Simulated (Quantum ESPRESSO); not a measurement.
# Dipole at the next field: Ta2NOS MXene, 1 layer

How the rows were computed: Quantum ESPRESSO 7.5, PBE, PseudoDojo norm-conserving; sawtooth field along the normal with dipole correction, ions clamped, threshold 1e-9 Ry; cell area 8.946 Å².

```
field (V/Å)  dipole (e Å a cell)
          0              0.00177
        0.1              0.03375
        0.2              0.06573
```

**Question.** What is the dipole at 0.4 V/Å, and what electrostatic thickness 4πα/A follows from the rows?

By hand: The slope is (0.06573 − (0.00177))/0.2 = 0.3198 e Å²/V, so 4πα/A = 180.95 × 0.3198/8.946 = 6.47 Å. Linear response gives p = 0.00177 + 0.3198 × (0.4) = 0.12969 e Å; a parabola through the three rows gives 0.12969.

**The withheld run.** p = 0.12985 e Å. The line misses by 0.1 % of the induced dipole and the parabola by 0.1 %. The response is linear over this range.

**Limits.** Electrons alone respond; local and semilocal functionals tend to overscreen.

[Logs are printed without paths, hosts, clocks, repeated set-up lines and the standing remarks that a program may print on its own settings, such as how far it seeks lower states.]
